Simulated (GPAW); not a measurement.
# Ballistic transport through a Ga chain with a P atom bridging one bond, cheap and dear, part 2 of 2

How well does a Ga chain with a P atom bridging one bond conduct at low bias, and how far do basis and functional move the answer?

GPAW 26.7.0; GPAW LCAO, PAW setups; Landauer transmission from Green's functions with principal layers (ASE), zero bias.

So far, transmission at the Fermi level (one spin): step 2 (GPAW, dzp, PBE, GPAW) 0.939; step 3 (basis szp(dzp), PBE, GPAW) 0.846; step 4 (basis sz(dzp), PBE, GPAW) 0.797; step 5 (RPBE) 0.929.

### 7. The levels side by side

The curves are compared point by point over the common energies.

This step: comparison of transmission and cost over codes and levels (GPAW 26.7.0).

Ladder, by row:

```
    step  code  T at the Fermi level (sum over the listed spins)  conductance (G0)  r.m.s. T(E) from the first  wall time (s)  peak memory (GiB)  threads
     dzp  GPAW                                            0.9393             0.931                           0          30.28                0.9        1
     szp  GPAW                                            0.8458            0.8321                      0.1517          27.74               0.89        1
      sz  GPAW                                            0.7972            0.7805                      0.1739          19.74               0.82        1
dzp-RPBE  GPAW                                            0.9293            0.9221                       0.104          32.33                0.9        1
```

Transmission, zone mean, sum over the listed spins against energy, zero at the Fermi level:

```
energy (eV)     dzp      szp      sz  dzp-RPBE
     -2.000   0.447    0.266   0.200     0.486
     -1.800   0.368    0.116  0.0512     0.427
     -1.600   0.225   1.1e-7  5.4e-7     0.359
     -1.500  2.6e-6   6.8e-6   0.965     0.344
     -1.450   0.960   2.0e-4   0.538     0.204
     -1.400   0.484    0.749   0.363     0.245
     -1.200   0.210    0.208   0.115     0.167
     -1.000  0.0971   0.0576  0.0234    0.0831
     -0.800  0.0264  0.00284  2.2e-4    0.0231
     -0.600  9.2e-4   0.0102  0.0243    8.3e-4
     -0.400  3.3e-5   0.0317  0.0548    4.0e-5
     -0.200   0.562    0.280   0.191     0.587
      0.000   0.939    0.846   0.797     0.929
      0.200   0.999    0.925   0.890     0.989
      0.400    1.06     1.02    1.00      1.05
      0.600    1.11     1.10    1.09      1.11
      0.800    1.15     1.15    1.15      1.14
      1.000    1.17     1.18    1.18      1.16
      1.200    1.17     1.20    1.19      1.17
      1.250    1.17     1.20    1.19      1.17
      1.400    1.17     1.19    1.19      1.17
      1.600    1.15     1.18    1.17      1.15
      1.800    1.12     1.15    1.14      1.12
      2.000    1.09     1.11    1.10      1.09
```

### 8. SCF mesh 1×1×6

The SCF mesh sets the Fermi level of the repeated cell.

This step: GPAW LCAO, PAW setups; Landauer transmission from Green's functions with principal layers (ASE), zero bias (GPAW 26.7.0).

Contents of run.py:

```python
import json
import numpy as np
from ase import Atoms
from ase.transport.calculators import TransportCalculator
from gpaw import GPAW, FermiDirac
from gpaw.lcao.tools import get_lcao_hamiltonian
from scipy.linalg import eigh

# The junction with lead layers at both ends, along the third cell vector
device = Atoms(
    ['Ga', 'Ga', 'Ga', 'Ga', 'Ga', 'P', 'Ga', 'Ga', 'Ga', 'Ga', 'Ga'],
    positions=[
        [4.50000, 4.50000, 1.27500],
        [4.50000, 4.50000, 3.82500],
        [4.50000, 4.50000, 6.37500],
        [4.50000, 4.50000, 8.92500],
        [4.50000, 4.50000, 11.47500],
        [6.29460, 4.50000, 12.85000],
        [4.50000, 4.50000, 14.22500],
        [4.50000, 4.50000, 16.77500],
        [4.50000, 4.50000, 19.32500],
        [4.50000, 4.50000, 21.87500],
        [4.50000, 4.50000, 24.42500]],
    cell=[[9.0, 0.0, 0.0], [0.0, 9.0, 0.0], [0.0, 0.0, 25.7]],
    pbc=True)

# One principal layer of the lead: the first 3 atoms of the device
lead = Atoms(
    ['Ga', 'Ga', 'Ga'],
    positions=[
        [4.50000, 4.50000, 1.27500],
        [4.50000, 4.50000, 3.82500],
        [4.50000, 4.50000, 6.37500]],
    cell=[[9.0, 0.0, 0.0], [0.0, 9.0, 0.0], [0.0, 0.0, 7.65]],
    pbc=True)

settings = dict(mode='lcao', basis='dzp', xc='PBE', h=0.2,
                occupations=FermiDirac(0.1), maxiter=250,
                mixer=dict(beta=0.1, nmaxold=8, weight=100.0),
                convergence=dict(density=0.0001))
energies = np.arange(-2, 2 + 1e-9, 0.05)
eta = 0.0001
n1, n2 = 1, 1
# k and -k transmit alike, so half of the mesh across the current serves
mesh = [(i, j) for i in range(n1) for j in range(n2) if (i, j) <= (-i % n1, -j % n2)]
weights = np.array([1 if (i, j) == (-i % n1, -j % n2) else 2 for i, j in mesh]) / (n1 * n2)

# [... helper functions left out ...]
fermi_lead = ground_state(lead, (1, 1, 15), 'lead.txt')
fermi_device = ground_state(device, (1, 1, 6), 'device.txt')
# [... loop over the mesh left out, but for ...]
        # Shift the lead onto the potential of the device's first layer
        shift = ((H[:, 0, 0] - H0[:, 0, 0]) / S0[0, 0]).real.mean()
# [...]
kT = 8.617333e-5 * 300
bias = [0.1, 0.2, 0.5, 1.0, 1.5, 2.0]
# [... integrals and printing left out ...]
```

Command:

```
$ OMP_NUM_THREADS=1 OPENBLAS_NUM_THREADS=1 python run.py
```

What it wrote:

```text
basis functions: device 143, principal layer 39
Fermi level: lead -2.8498 eV, device -2.8606 eV; lead shifted by -0.0148 eV
largest coupling past the next layer 6.03e-05 eV, largest misfit of the first layer 0.055 eV
  E-E_F (eV)   T (one spin)  [channel counts left out]
    -2.000    4.4704e-01
    -1.950    4.2963e-01
    -1.900    4.1073e-01
    -1.850    3.9008e-01
    -1.800    3.6725e-01
    -1.750    3.4152e-01
    -1.700    3.1160e-01
    -1.650    2.7482e-01
    -1.600    2.2461e-01
    -1.550    1.3925e-01
    -1.500    2.5518e-06
    -1.450    9.3926e-01
    -1.400    4.8391e-01
    -1.350    3.5680e-01
    -1.300    2.9227e-01
    -1.250    2.4663e-01
[...]
1.650    1.1411e+00
     1.700    1.1340e+00
     1.750    1.1265e+00
     1.800    1.1187e+00
     1.850    1.1105e+00
     1.900    1.1023e+00
     1.950    1.0941e+00
     2.000    1.0862e+00
conductance at 300 K: 0.93226 G0 a cell; thermopower -5.089 uV/K
current from the zero-bias T(E) at 0.1 V: 7.2016 uA
current from the zero-bias T(E) at 0.2 V: 14.267 uA
current from the zero-bias T(E) at 0.5 V: 32.703 uA
current from the zero-bias T(E) at 1.0 V: 54.017 uA
current from the zero-bias T(E) at 1.5 V: 75.739 uA
current from the zero-bias T(E) at 2.0 V: 99.104 uA
```

Elapsed: 39 s, on 1 thread of Arm Neoverse V2, shared host; peak memory 0.91 GiB.

Numbers from this step:

* conductance: 0.9323 G₀
* thermopower: -5.089 μV/K
* largest coupling past the next principal layer: 6.03e-5 eV
* largest misfit of the first principal layer: 0.05486 eV
* shift that aligns the lead: -0.01479 eV
* transmission at the Fermi level (one spin): 0.9405

One spin. Table of transmission, zone mean by energy, zero at the Fermi level:

energy (eV), transmission, zone mean and a bar:
```
    -2.00       0.45 ###########
    -1.85       0.39 ##########
    -1.70       0.31 ########
    -1.60       0.22 ######
    -1.45       0.94 ########################
    -1.30       0.29 #######
    -1.15       0.18 #####
    -1.05       0.12 ###
    -0.90       0.06 #
    -0.75       0.02 
    -0.60       0.00 
    -0.50       0.00 
    -0.35       0.00 
    -0.20       0.57 ##############
    -0.05       0.91 #######################
     0.00       0.94 ########################
     0.05       0.96 #########################
     0.20       1.00 ##########################
     0.35       1.05 ###########################
     0.50       1.09 ############################
     0.60       1.11 ############################
     0.75       1.14 #############################
     0.90       1.16 ##############################
     1.05       1.17 ##############################
     1.15       1.17 ##############################
     1.20       1.17 ##############################
     1.30       1.17 ##############################
     1.45       1.16 ##############################
     1.60       1.15 #############################
     1.70       1.13 #############################
     1.85       1.11 ############################
     2.00       1.09 ############################
```

Not self-consistent under bias; the bias window is split evenly. Table of current through one cell, from the zero-bias transmission by bias:

```
bias (V)  current through one cell, from the zero-bias transmission (μA)
   0.100                                                            7.20
   0.200                                                            14.3
   0.500                                                            32.7
   1.000                                                            54.0
   1.500                                                            75.7
   2.000                                                            99.1
```

The transmission of the three most open eigenchannels by energy, zero at the Fermi level:

```
energy (eV)  channel 1  channel 2  channel 3
      -2.00      0.447    5.2e-11          0
      -1.90      0.411    5.2e-11          0
      -1.80      0.367    5.1e-11          0
      -1.70      0.312    5.1e-11          0
      -1.55      0.139    5.0e-11          0
      -1.45      0.939    4.9e-11          0
      -1.35      0.357    4.8e-11          0
      -1.25      0.247    4.8e-11          0
      -1.15      0.177    4.7e-11          0
      -1.05      0.121    4.7e-11          0
      -0.90     0.0558    4.8e-11          0
      -0.80     0.0262    4.9e-11          0
      -0.70    0.00830    5.6e-11          0
      -0.60     9.0e-4    9.8e-11          0
      -0.50     1.0e-4          0          0
      -0.40     2.0e-5    9.6e-10    8.9e-12
      -0.25      0.280    0.00951    0.00318
      -0.15      0.630     0.0943     0.0152
      -0.05      0.708      0.169     0.0308
       0.00      0.720      0.181     0.0393
       0.05      0.730      0.182     0.0476
       0.15      0.757      0.168     0.0613
       0.25      0.795      0.152     0.0696
       0.40      0.851      0.138     0.0751
       0.50      0.881      0.134     0.0761
       0.60      0.904      0.133     0.0769
       0.70      0.920      0.134     0.0778
       0.80      0.933      0.135     0.0790
       0.90      0.942      0.136     0.0803
       1.05      0.953      0.135     0.0824
       1.15      0.959      0.131     0.0837
       1.25      0.963      0.126     0.0847
       1.35      0.967      0.118     0.0854
       1.45      0.970      0.107     0.0859
       1.55      0.973     0.0944     0.0859
       1.70      0.976     0.0854     0.0722
       1.80      0.978     0.0847     0.0558
       1.90      0.980     0.0837     0.0391
       2.00      0.981     0.0825     0.0231
```

The conductance equals that of the dzp run to 0.2 %.

### 9. A second varied run

A last run, with other settings again.

Edit run.py of step 8 so:

```diff
@@ -36,4 +36,4 @@
 
-settings = dict(mode='lcao', basis='dzp', xc='PBE', h=0.2,
-                occupations=FermiDirac(0.1), maxiter=250,
+settings = dict(mode='lcao', basis='dzp', xc='pbe96', h=0.2,
+                occupations=FermiDirac(0.1), maxiter=75,
                 mixer=dict(beta=0.1, nmaxold=8, weight=100.0),
@@ -49,3 +49,3 @@
 fermi_lead = ground_state(lead, (1, 1, 15), 'lead.txt')
-fermi_device = ground_state(device, (1, 1, 6), 'device.txt')
+fermi_device = ground_state(device, (1, 1, 3), 'device.txt')
 # [... loop over the mesh left out, but for ...]
```

What it wrote:

```text
NameError: Unknown functional: pbe96.
```

Run time: 0.69 s. Hardware: 1 thread; peak memory 0.1 GiB.

The input was rejected at the start.

The program's message: “NameError: Unknown functional: pbe96.”

The change that led to it: xc = "pbe96".

### 10. Outcome

```yaml
conductance: 0.931 G₀
transmission_at_the_fermi_level_mean_of_the_spins: 0.939
thermopower: -5.12 μV/K
```

**Reading.** In the dzp basis the junction conducts 0.931 G₀ at 300 K, with T = 0.939 a spin at the Fermi level; no smaller basis tried comes within 10 % of that conductance. At the Fermi level the three most open eigenchannels pass 0.72, 0.18 and 0.039. The negative thermopower says that the thermally weighted transmission is larger above the Fermi level, as for electron-like transport. Measured against the first run (dzp), the nearest curve is that of dzp-RPBE (r.m.s. 0.10) and the farthest that of sz (0.17). Over the compared runs wall time goes from 20 s (sz) to 32 s (dzp-RPBE), on a shared host. The geometry was built from estimated bond lengths and not relaxed, so the numbers describe this model structure. The run had no spin polarisation, so a magnetic state, which chains and small molecules with open shells often have, wasn't tested. An evenly spaced straight chain is an idealisation: free chains tend to dimerise, zigzag or, where a band edge lies near the Fermi level, turn magnetic. The currents use the zero-bias T(E) throughout, which holds only while the bias is small against the distance to the nearest feature. The energy step is wider than the thermal energy, so the conductance and thermopower rest on interpolation of T(E).

[Logs are printed without paths, hosts, clocks, repeated set-up lines and the standing remarks that a program may print on its own settings, such as how far it seeks lower states.]

[Hosts, paths, dates, database ids (printed as entryN), source tags and the programs' standing remarks are cut or masked in the printed files.]
